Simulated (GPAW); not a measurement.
# Surface energies of Cu: faces and functionals

Which face of Cu costs least to make, and how far does the functional move the answer?

How it was computed: GPAW 26.7.0, plane waves at 450 eV with PAW setups; symmetric 1×1 slabs cut at the tabulated lattice constant (two decimals; low-temperature values for the alkali metals), atoms at bulk places, 7.5 Å of vacuum on each side, one in-plane mesh for all thicknesses, Fermi-Dirac smearing of 0.1 eV. Energies are extrapolated to zero smearing and count from the program's reference atoms. Each γ comes from a line through the energies of slabs of six layers and more, E(n) = nε + 2Aγ.

The runs side by side:

```tsv
face	area an atom (Å²)	γ PBE (J/m²)	γ RPBE (J/m²)
(111)	5.64	1.27	1.03
(100)	6.52	1.44	1.17
(110)	9.22	1.58	1.30
```

**Answer.** With PBE the surface energy runs from 1.27 J/m² on (111) to 1.58 J/m² on (110). The densest face, (111), is the cheapest. Per surface atom the cost is 0.45 eV on (111), 0.58 eV on (100) and 0.91 eV on (110), rising as the faces open up and each atom loses more neighbours. On every face the functionals order as PBE > RPBE, by 0.24 to 0.28 J/m² from first to last: the stronger the gradient correction to exchange, the less a surface costs.

What the numbers leave out: The surfaces are unrelaxed and unreconstructed; relaxation lowers the open faces most. All functionals use the tabulated lattice constant. Faces whose energies scatter by over 20 meV about the line were left out.

[Logs are printed without paths, hosts, clocks, repeated set-up lines and the standing remarks that a program may print on its own settings, such as how far it seeks lower states.]
